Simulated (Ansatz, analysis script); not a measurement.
**MnSi: how near to magnetism**

Aim: the energy of MnSi as its total moment is fixed at a series of values, and its answer to a field.

Method: PBEsol, PAW set soft_1 (files made for PBE), in Ansatz 0.2.0.

The database entry behind the starting cell differs from later determinations by our own check (0.1 to 0.3 % short, probably kX units), so it need not match the best structure at ambient conditions.

### Step 1. Starting point

Symmetry: P2_13, No. 198, cubic system. Conventional cell: a = 4.548 Å, b = 4.548 Å, c = 4.548 Å, α = 90.00°, β = 90.00°, γ = 90.00°. Nearest to Mn lie 7 Si at 2.30 to 2.53 Å. Si has 7 Mn at 2.30 to 2.53 Å nearest. Farther neighbours are not listed.

The cell of this run holds 8 atoms, 4 of them with a starting moment; values «a cell» refer to the cell of the run in question.

### Step 2. The collinear state

First a free collinear run, to see which state the typed moments lead to.

Input file input.yaml:

```yaml
crystal:
  lattice:
    - [4.548, 0.0, 0.0]
    - [0.0, 4.548, 0.0]
    - [0.0, 0.0, 4.548]
  atoms:
    - { symbol: Mn, position: [0.138, 0.138, 0.138], spin: 3.5 }
    - { symbol: Mn, position: [0.362, 0.862, 0.638], spin: 3.5 }
    - { symbol: Mn, position: [0.638, 0.362, 0.862], spin: 3.5 }
    - { symbol: Mn, position: [0.862, 0.638, 0.362], spin: 3.5 }
    - { symbol: Si, position: [0.846, 0.846, 0.846] }
    - { symbol: Si, position: [0.654, 0.154, 0.346] }
    - { symbol: Si, position: [0.346, 0.654, 0.154] }
    - { symbol: Si, position: [0.154, 0.346, 0.654] }
magnetization:
  spin_polarized: true
kpoints:
  mp_grid: { grid: [8, 8, 8] }
hamiltonian:
  xc: pbesol
  pseudopotentials: { kind: paw, azcp: { folder: soft_1 }, xc_functional: pbe }
scf:
  occupations: { method: fermi_dirac, width: 0.05 }
  max_iter: 120
  convergence: { dr2_threshold: 1.0e-08 }
  lower_state_search: "off"
output:
  write_density: true
  write_potential: true
  elf: true
  volumetric_format: npy
```

The run is started by

```bash
$ ansatz run input.yaml --threads 1 --pin off --max-ram 2560MiB --backend cpu --events-out ev --progress --plain --runs-dir out
```

Numbers of over 12 decimals in the logs are rounded to 6 here.

Log:

```text
Engine: ansatz 0.2.0, x86_64-unknown-linux-gnu
Pseudopotentials: kind: paw
Pseudopotential: Mn, paw, valence charge 15, recommended cutoff 420 eV (normal), soft_1/Mn.paw.azcp
Pseudopotential: Si, paw, valence charge 4, recommended cutoff 420 eV (normal), soft_1/Si.paw.azcp
Functional definition: PBEsol
  exchange = pbesol_x
  correlation = pbesol_c
Crystal: 8 atoms, lattice volume = 94.072 Å³
Basis set: ecut = 420 eV, 1839 PW (Γ)
Bands: 54, of which v1, the nominal top of the filled ones, is band 38 counted from 1 (37 counted from 0)
Symmetry: 12 space group operations
Space group: P213 (ITA 198), of the structure as read, at distance tolerance 4.5e-5 Å
Magnetic group: BNS 198.9 (UNI 1511), of the structure as read, at distance tolerance 4.5e-5 Å
k-points: 45 of 512 (time reversal used)
Non-local potential: Mn, projectors of the file, l = 0: 3, l = 1: 2, l = 2: 3, l = 3: 1
Non-local potential: Si, projectors of the file, l = 0: 2, l = 1: 2, l = 2: 1
PAW form: soft (Blöchl's): semilocal exchange-correlation on the pseudo side does not see the compensation charge
PAW frozen core: Mn, regenerated for the run's functional, and the local potential with it (the file was generated under x = pbe(κ = 0.804, μ = 0.219515), c = pbe(β = 0.066725))
PAW frozen core: Si, regenerated for the run's functional, and the local potential with it (the file was generated under x = pbe(κ = 0.804, μ = 0.219515), c = pbe(β = 0.066725))
PAW one-centre angular grid: Mn, 590 points (default); XC on 64 Gauss nodes
PAW one-centre angular grid: Si, 110 points (default); XC on 64 Gauss nodes
Initial density: superposition of atomic densities (chi_scale 0.1, normalization cell)
Starting moments: Σ|m| = 14 μB on 4 of 8 sites
Initial wavefunctions: pseudopotential atomic-orbital guess
Functional: x = pbesol(κ = 0.804, μ = 0.123457), c = pbesol(β = 0.046)
iter 1 solved again at ethr=2.67e-3 eV; its pass at ethr=3.10e-3 eV (dr2=2.03e0 eV) is discarded
SCF iter   1: F=—  HF=-17964.243025 eV  |F-HF|=—  |Δ(HF+E_count)|=         —  Δρ=7.74e-2 (↑7.71e-2 ↓7.74e-2)  dr2=2.03e0  dr2_m=4.80e0  M=8.250 μB ∫|m|=9.782 μB  β_m=0.30  ethr=2.67e-3  ⟨swp⟩=1.0  Hψ=25783  notcnv=0
Mixer restart at iter 1: flushing history
preconditioner: auto → Kerker (q_TF=auto, 2.633 Å⁻¹)  [metal: Δε(μ)=0.019 eV  Ē_g=7.657 eV  σ=0.050 eV  W_gap=0.10  n_scr=26 (ndim 8)  ℏωp=25.4 eV  f_vac=0.000  D(μ)=2.52/eV (n_scr^D=18)]
spin=Collinear: Kerker preconditioning applied to the charge; magnetization (m = ρ↑ − ρ↓) channel mixes plain (no charge-response kernel on spin).
spin-set hold released at iteration 1 (the charge has settled, or the pull on large starting moments outlasts its swing): the magnetisation degrees of freedom join the quasi-Newton model from the next iteration; the mixer history was flushed
SCF iter   2: F=—  HF=-17964.631006 eV  |F-HF|=—  |Δ(HF+E_count)|=   3.88e-1  Δρ=6.09e-2 (↑5.63e-2 ↓6.09e-2)  dr2=1.43e0  dr2_m=2.74e0  M=8.092 μB ∫|m|=9.532 μB  β_m=0.65  ethr=2.67e-3  ⟨swp⟩=1.7  Hψ=5113  notcnv=0
SCF iter   3: F=—  HF=-17965.131642 eV  |F-HF|=—  |Δ(HF+E_count)|=   5.01e-1  Δρ=3.92e-2 (↑3.92e-2 ↓1.06e-2)  dr2=6.44e-1  dr2_m=4.94e-1  M=6.369 μB ∫|m|=7.659 μB  β_m=0.48  ethr=1.88e-3  ⟨swp⟩=2.6  Hψ=8747  notcnv=0  defer=5
SCF iter   4: F=—  HF=-17965.080714 eV  |F-HF|=—  |Δ(HF+E_count)|=   5.09e-2  Δρ=2.10e-2 (↑2.10e-2 ↓1.50e-2)  dr2=2.97e-2  dr2_m=2.66e-1  M=5.998 μB ∫|m|=7.281 μB  β_m=0.74  ethr=8.47e-4  ⟨swp⟩=2.3  Hψ=7589  notcnv=0  defer=331
SCF iter   5: F=—  HF=-17965.196352 eV  |F-HF|=—  |Δ(HF+E_count)|=   1.16e-1  Δρ=2.34e-2 (↑2.34e-2 ↓1.00e-2)  dr2=1.74e-1  dr2_m=2.28e-1  M=5.279 μB ∫|m|=6.436 μB  β_m=0.74  ethr=3.91e-5  ⟨swp⟩=2.0  Hψ=7680  notcnv=0  defer=460
SCF iter   6: F=—  HF=-17965.337516 eV  |F-HF|=—  |Δ(HF+E_count)|=   1.41e-1  Δρ=7.59e-3 (↑7.59e-3 ↓5.71e-3)  dr2=1.57e-2  dr2_m=3.59e-2  M=4.038 μB ∫|m|=4.801 μB  β_m=0.87  ethr=3.91e-5  ⟨swp⟩=2.3  Hψ=8890  notcnv=0  defer=460
SCF iter   7: F=—  HF=-17965.348156 eV  |F-HF|=—  |Δ(HF+E_count)|=   1.06e-2  Δρ=4.22e-3 (↑4.22e-3 ↓1.24e-3)  dr2=1.68e-2  dr2_m=3.02e-3  M=3.852 μB ∫|m|=4.430 μB  β_m=0.93  ethr=2.06e-5  ⟨swp⟩=2.4  Hψ=7964  notcnv=0  defer=430
SCF iter   8: F=—  HF=-17965.346292 eV  |F-HF|=—  |Δ(HF+E_count)|=   1.86e-3  Δρ=1.51e-3 (↑8.86e-4 ↓1.51e-3)  dr2=7.04e-4  dr2_m=1.04e-3  M=3.930 μB ∫|m|=4.556 μB  β_m=0.84  ethr=2.06e-5  ⟨swp⟩=1.5  Hψ=5477  notcnv=0  defer=430
SCF iter   9: F=—  HF=-17965.346460 eV  |F-HF|=—  |Δ(HF+E_count)|=   1.68e-4  Δρ=2.21e-4 (↑2.21e-4 ↓9.32e-5)  dr2=3.91e-5  dr2_m=1.55e-5  M=3.904 μB ∫|m|=4.507 μB  β_m=0.92  ethr=9.26e-7  ⟨swp⟩=2.7  Hψ=8433  notcnv=0  defer=430
SCF iter  10: F=—  HF=-17965.346452 eV  |F-HF|=—  |Δ(HF+E_count)|=   8.20e-6  Δρ=2.44e-4 (↑2.44e-4 ↓1.37e-4)  dr2=1.23e-5  dr2_m=2.95e-5  M=3.905 μB ∫|m|=4.509 μB  β_m=0.96  ethr=5.14e-8  ⟨swp⟩=2.4  Hψ=6933  notcnv=0  defer=430
SCF iter  11: F=—  HF=-17965.346459 eV  |F-HF|=—  |Δ(HF+E_count)|=   6.91e-6  Δρ=8.71e-5 (↑8.71e-5 ↓3.09e-5)  dr2=2.98e-6  dr2_m=2.77e-6  M=3.899 μB ∫|m|=4.499 μB  β_m=0.94  ethr=1.62e-8  ⟨swp⟩=2.0  Hψ=6097  notcnv=0  defer=430
SCF iter  12: F=—  HF=-17965.346454 eV  |F-HF|=—  |Δ(HF+E_count)|=   5.48e-6  Δρ=1.41e-5 (↑1.41e-5 ↓2.96e-6)  dr2=1.81e-7  dr2_m=3.67e-8  M=3.900 μB ∫|m|=4.501 μB  β_m=0.96  ethr=3.93e-9  ⟨swp⟩=1.5  Hψ=5032  notcnv=0  defer=430
SCF iter  13: F=-17965.346454 eV  HF=-17965.346454 eV  |F-HF|=1.18e-9  |Δ(HF+E_count)|=   1.33e-8  Δρ=9.39e-7 (↑9.39e-7 ↓7.29e-7)  dr2=2.01e-9  dr2_m=6.36e-11  M=3.900 μB ∫|m|=4.501 μB  ethr=1.32e-11  ⟨swp⟩=7.3  Hψ=17163  notcnv=0
SCF 1 converged in 13 iterations: F = -17965.346454 eV  dr2 = 2.01e-9
  greatest PAW one-centre occupation: 1.000 electrons in one spin orbital (limit 2), on the Mn atom at site 0 (counted from 0), in its partial waves of l = 1
SCF converged after 13 iterations
Magnetization: 3.8999 μB (39.9499 up, 36.0501 down)
Absolute magnetization: 4.5014 μB (∫|ρ↑−ρ↓|, with the PAW one-centre terms)
Spin contamination: 0.0639 ħ² per cell (⟨S²⟩ above its minimum at these occupations)
Per-site moments (μB) at R_I (Å): [(0.985127, 0.948829), (0.985127, 0.948829), (0.985127, 0.948829), (0.985127, 0.948829), (-0.039147, 0.948829), (-0.039147, 0.948829), (-0.039147, 0.948829), (-0.039147, 0.948829)]
Free energy (F): -17965.346454 eV
Harris-Foulkes:  -17965.346454 eV  (|F-HF|=1.18e-9)
Internal energy: -17965.308052 eV  (E = F + TS)
E sigma→0 (E₀):  -17965.327253 eV
Entropy (-TS):   -0.038402 eV (-4.800 meV/atom)
Fermi energy:    15.521383 eV
--- Per-component energies (eV) ---
  E_band       = -752.420600
  E_kinetic    = 1466.049028
  E_local      = -9513.188467  (includes V_loc(G=0)·N_el)
  E_nonlocal   = 1917.138619
  E_hartree    = 3772.642345
  E_xc         = -671.843454
  E_vxc        = -767.300045  (∫ρ·V_xc dr)
  E_paw        = -7178.518948  (= ΣΔE_a)
  E_vpaw       = -1400.400223  (= ΣTr[D̂ρ^β])
  E_aug_tail   = 0.000525  (compensation charges beyond the density's cutoff)
  E_ewald      = -7758.392544
  E_core_change = 0.804845  (= ΣΔE_core)
  E_smearing   = -0.038402  (= −TS)
  E_closure    = -0.000000  (closes the sum)
  Σ components = -17965.346454   (vs F -17965.346454, Δ=0.00e0)
--- Band table (eV; the first three rows and the last of 90) ---
  k-point 0 ↑: bands = [... 34 lower, 13.6120, 15.1612, 15.1612, 15.1612, 15.2343, 15.2343, 16.2410, 16.2410, ... 12 higher]
  k-point 1 ↑: bands = [... 34 lower, 13.8189, 15.0104, 15.0120, 15.2060, 15.2379, 15.3784, 16.0406, 16.1993, ... 12 higher]
  k-point 2 ↑: bands = [... 34 lower, 13.9388, 14.7095, 14.9291, 15.1193, 15.2555, 15.4980, 15.8696, 16.0797, ... 12 higher]
  k-point 44 ↓: bands = [... 34 lower, 15.5805, 15.5805, 15.7404, 15.7404, 15.7404, 15.7404, 16.7591, 16.7591, ... 12 higher]
```

Wall time 30 s (1 thread of Intel Xeon 6975P-C (Granite Rapids), shared host); peak memory 0.54 GiB.

Spin moment in the atom's sphere by atom:

| atom | spin moment in the atom's sphere (μB) |
| --- | --- |
| Mn1 | 0.985 |
| Mn2 | 0.985 |
| Mn3 | 0.985 |
| Mn4 | 0.985 |
| Si5 | -0.039 |
| Si6 | -0.039 |
| Si7 | -0.039 |
| Si8 | -0.039 |

Tables count atoms from 1; parts of the log count from 0.

The run ends ferromagnetic, with a net moment of 3.9 μB a cell. Only this order was typed.

Spin density in the ac plane at fractional y = 0.138, with atoms of Mn and Si within 0.2 Å of it.

Ten even steps from '_' (0.0 e/Å³) to '@' (1.8 e/Å³), each cell a mean:
```
____________________________
____________________________
____________________________
____________________________
____________________________
____________________________
____________________________
____________________________
____________________________
__....______________________
..----..____________________
::##@@==..__________________
..++##--..__________________
__..::..____________________
```
Columns run along a (4.5 Å), rows up along c (4.5 Å). Atoms in or near the plane, at fractional coordinates: Mn at (0.14, 0.14), Si at (0.65, 0.35).

Valence density in the ac plane at fractional y = 0.138, with atoms of Mn and Si within 0.2 Å of it. It is the smooth field of the valence electrons, not physical close to the nuclei.

Ten steps, logarithmic in the rise over the least value, from '_' (0 e/Å³) to '@' (24 e/Å³), each cell a mean:
```
..::::....______............
........________............
..........______........____
__..........____......______
__..................________
__....................______
____..................______
____..............____..____
................______......
::====--........______......
++##%%**--................::
**@@@@%%==................::
**%%@@##==..____..........::
--****++::________....__....
```
Columns run along a (4.5 Å), rows up along c (4.5 Å). Atoms in or near the plane, at fractional coordinates: Mn at (0.14, 0.14), Si at (0.65, 0.35).

ELF in the ac plane at fractional y = 0.138, with atoms of Mn and Si within 0.2 Å of it. It is the smooth field of the valence electrons, not physical close to the nuclei.

Values, 14 rows by 14 columns, each cell a mean:
```
0.21 0.19 0.20 0.20 0.22 0.29 0.28 0.22 0.19 0.20 0.26 0.41 0.48 0.38
0.39 0.34 0.34 0.37 0.39 0.36 0.28 0.20 0.18 0.20 0.26 0.40 0.50 0.49
0.51 0.54 0.57 0.56 0.50 0.41 0.32 0.25 0.20 0.22 0.28 0.38 0.45 0.49
0.48 0.57 0.63 0.62 0.52 0.40 0.36 0.34 0.29 0.29 0.31 0.33 0.34 0.38
0.40 0.54 0.64 0.63 0.51 0.37 0.36 0.42 0.45 0.43 0.38 0.30 0.25 0.27
0.36 0.54 0.67 0.65 0.50 0.37 0.40 0.53 0.63 0.61 0.50 0.33 0.23 0.22
0.37 0.54 0.65 0.63 0.51 0.43 0.53 0.64 0.65 0.57 0.50 0.41 0.31 0.27
0.35 0.42 0.50 0.52 0.49 0.51 0.62 0.61 0.45 0.36 0.33 0.43 0.46 0.37
0.25 0.21 0.22 0.26 0.35 0.52 0.65 0.53 0.35 0.41 0.32 0.49 0.59 0.44
0.23 0.28 0.30 0.22 0.21 0.43 0.66 0.56 0.35 0.37 0.37 0.59 0.62 0.37
0.35 0.54 0.58 0.41 0.22 0.30 0.62 0.66 0.48 0.40 0.49 0.65 0.52 0.27
0.46 0.71 0.77 0.58 0.30 0.23 0.52 0.66 0.65 0.61 0.63 0.60 0.37 0.21
0.40 0.64 0.71 0.54 0.28 0.20 0.41 0.52 0.53 0.52 0.52 0.48 0.32 0.19
0.24 0.39 0.46 0.35 0.20 0.21 0.33 0.34 0.31 0.31 0.35 0.43 0.38 0.22
```
Columns run along a (4.5 Å), rows up along c (4.5 Å). Atoms in or near the plane, at fractional coordinates: Mn at (0.14, 0.14), Si at (0.65, 0.35).

### Step 3. The same state on a denser mesh

Levels at the Fermi energy are partly filled, so moments and energy differences can hang on the k-mesh, and the state is solved again on a denser one.

input.yaml, the sections that differ from step 2:

```yaml
crystal:
  lattice:
    - [4.548, 0.0, 0.0]
    - [0.0, 4.548, 0.0]
    - [0.0, 0.0, 4.548]
  atoms:
    - { symbol: Mn, position: [0.138, 0.138, 0.138], spin: 0.99 }
    - { symbol: Mn, position: [0.362, 0.862, 0.638], spin: 0.99 }
    - { symbol: Mn, position: [0.638, 0.362, 0.862], spin: 0.99 }
    - { symbol: Mn, position: [0.862, 0.638, 0.362], spin: 0.99 }
    - { symbol: Si, position: [0.846, 0.846, 0.846] }
    - { symbol: Si, position: [0.654, 0.154, 0.346] }
    - { symbol: Si, position: [0.346, 0.654, 0.154] }
    - { symbol: Si, position: [0.154, 0.346, 0.654] }
kpoints:
  mp_grid: { grid: [9, 9, 9] }
basis:
  ecutwfc: 420.0
checkpoint:
  read: start
  write: ck
  compress: false
  write_wavefunctions: false
  write_every: 100000
# magnetization, hamiltonian, scf: as in step 2
# output: removed
```

The run is started by

```bash
$ ansatz run input.yaml --threads 2 --pin off --max-ram 5120MiB --backend cpu --events-out ev --progress --plain --runs-dir out
```

Log:

```text
[...]
Per-site moments (μB) at R_I (Å): [(0.982986, 0.948829), (0.982986, 0.948829), (0.982986, 0.948829), (0.982986, 0.948829), (-0.039034, 0.948829), (-0.039034, 0.948829), (-0.039034, 0.948829), (-0.039034, 0.948829)]
Free energy (F): -17965.344750 eV
[...]
Internal energy: -17965.302526 eV  (E = F + TS)
E sigma→0 (E₀):  -17965.323638 eV
Entropy (-TS):   -0.042224 eV (-5.278 meV/atom)
Fermi energy:    15.518837 eV
[...]
[key lines of the parts left out:]
SCF converged after 6 iterations
Magnetization: 3.8918 μB (39.9459 up, 36.0541 down)
```

Wall time 8 s (2 threads); peak memory 0.52 GiB; 15 s of CPU time.

Spin moment in the atom's sphere by atom:

| atom | spin moment in the atom's sphere (μB) |
| --- | --- |
| Mn1 | 0.983 |
| Mn2 | 0.983 |
| Mn3 | 0.983 |
| Mn4 | 0.983 |
| Si5 | -0.039 |
| Si6 | -0.039 |
| Si7 | -0.039 |
| Si8 | -0.039 |

The run ends ferromagnetic, with a net moment of 3.89 μB a cell, against 3.9 μB on the first mesh.

### Step 4. Without spin

The state without spin is the zero of E(M).

input.yaml, the sections that differ from step 3:

```yaml
crystal:
  lattice:
    - [4.548, 0.0, 0.0]
    - [0.0, 4.548, 0.0]
    - [0.0, 0.0, 4.548]
  atoms:
    - { symbol: Mn, position: [0.138, 0.138, 0.138] }
    - { symbol: Mn, position: [0.362, 0.862, 0.638] }
    - { symbol: Mn, position: [0.638, 0.362, 0.862] }
    - { symbol: Mn, position: [0.862, 0.638, 0.362] }
    - { symbol: Si, position: [0.846, 0.846, 0.846] }
    - { symbol: Si, position: [0.654, 0.154, 0.346] }
    - { symbol: Si, position: [0.346, 0.654, 0.154] }
    - { symbol: Si, position: [0.154, 0.346, 0.654] }
scf:
  occupations: { method: fermi_dirac, width: 0.05 }
  max_iter: 120
  convergence: { dr2_threshold: 1.0e-08 }
# kpoints, hamiltonian, basis: as in step 3
# magnetization: removed
# checkpoint: removed
```

The run is started by

```bash
$ ansatz run input.yaml --threads 1 --pin off --max-ram 2560MiB --backend cpu --events-out ev --progress --plain --runs-dir out
```

Log:

```text
[...]
Crystal: 8 atoms, lattice volume = 94.072 Å³
Basis set: ecut = 420 eV, 1839 PW (Γ)
Bands: 46, of which v1, the nominal top of the filled ones, is band 38 counted from 1 (37 counted from 0)
Symmetry: 12 space group operations
[...]
k-points: 45 of 729 (time reversal used)
[...]
SCF iter   1: F=—  HF=-17966.432441 eV  |F-HF|=—  |Δ(HF+E_count)|=         —  Δρ=5.37e-2  dr2=4.04e0  ethr=3.10e-3  ⟨swp⟩=6.4  Hψ=7800  notcnv=0
[...]
SCF iter   9: F=-17965.149102 eV  HF=-17965.149102 eV  |F-HF|=3.65e-9  |Δ(HF+E_count)|=   6.15e-8  Δρ=2.60e-6  dr2=5.96e-9  ethr=1.32e-11  ⟨swp⟩=2.0  Hψ=5817  notcnv=0
SCF 1 converged in 9 iterations: F = -17965.149102 eV  dr2 = 5.96e-9
[...]
SCF converged after 9 iterations
Free energy (F): -17965.149102 eV
[...]
Internal energy: -17965.064401 eV  (E = F + TS)
E sigma→0 (E₀):  -17965.106751 eV
Entropy (-TS):   -0.084700 eV (-10.588 meV/atom)
Fermi energy:    15.430657 eV
[...]
```

It took 8.4 s on 1 thread; peak memory 0.41 GiB.

The free collinear run lies 196 meV below it.

### Step 5. Without spin, levels printed

input.yaml: that of step 4 with these lines changed.

```diff
@@ -25 +25,3 @@
   ecutwfc: 420.0
+output:
+  eigenvalues: true
```

Log:

```text
[...]
Crystal: 8 atoms, lattice volume = 94.072 Å³
Basis set: ecut = 420 eV, 1839 PW (Γ)
Bands: 46, of which v1, the nominal top of the filled ones, is band 38 counted from 1 (37 counted from 0)
Symmetry: 12 space group operations
[...]
k-points: 45 of 729 (time reversal used)
[...]
--- Band table (eV; the first three rows and the last of 45) ---
  k-point 0: bands = [... 34 lower, 13.8466, 15.6176, 15.6176, 15.6176, 15.7826, 15.7826, 16.6254, 16.6254, ... 4 higher]
  k-point 1: bands = [... 34 lower, 14.0513, 15.4926, 15.5061, 15.7554, 15.7749, 15.7811, 16.4444, 16.5865, ... 4 higher]
  k-point 2: bands = [... 34 lower, 14.2074, 15.2178, 15.4414, 15.6781, 15.7786, 15.8883, 16.2859, 16.4762, ... 4 higher]
  k-point 44: bands = [... 34 lower, 15.1133, 15.1522, 15.1688, 15.2438, 15.2752, 15.2907, 16.2930, 16.3165, ... 4 higher]
[key lines of the parts left out:]
SCF converged after 9 iterations
Free energy (F): -17965.149102 eV
Fermi energy:    15.430657 eV
```

Elapsed: 8.4 s, on 1 thread; peak memory 0.4 GiB.

(Continued in part 2 of 2.)

[Logs and program files are shortened in this print: banners, set-up blocks, solver, clock and traceback lines can be left out without a mark of their own.]

[Logs are printed without paths, hosts, clocks, repeated set-up lines and the standing remarks that a program may print on its own settings, such as how far it seeks lower states.]

[Hosts, paths, dates, database ids (printed as entryN), source tags and the programs' standing remarks are cut or masked in the printed files.]
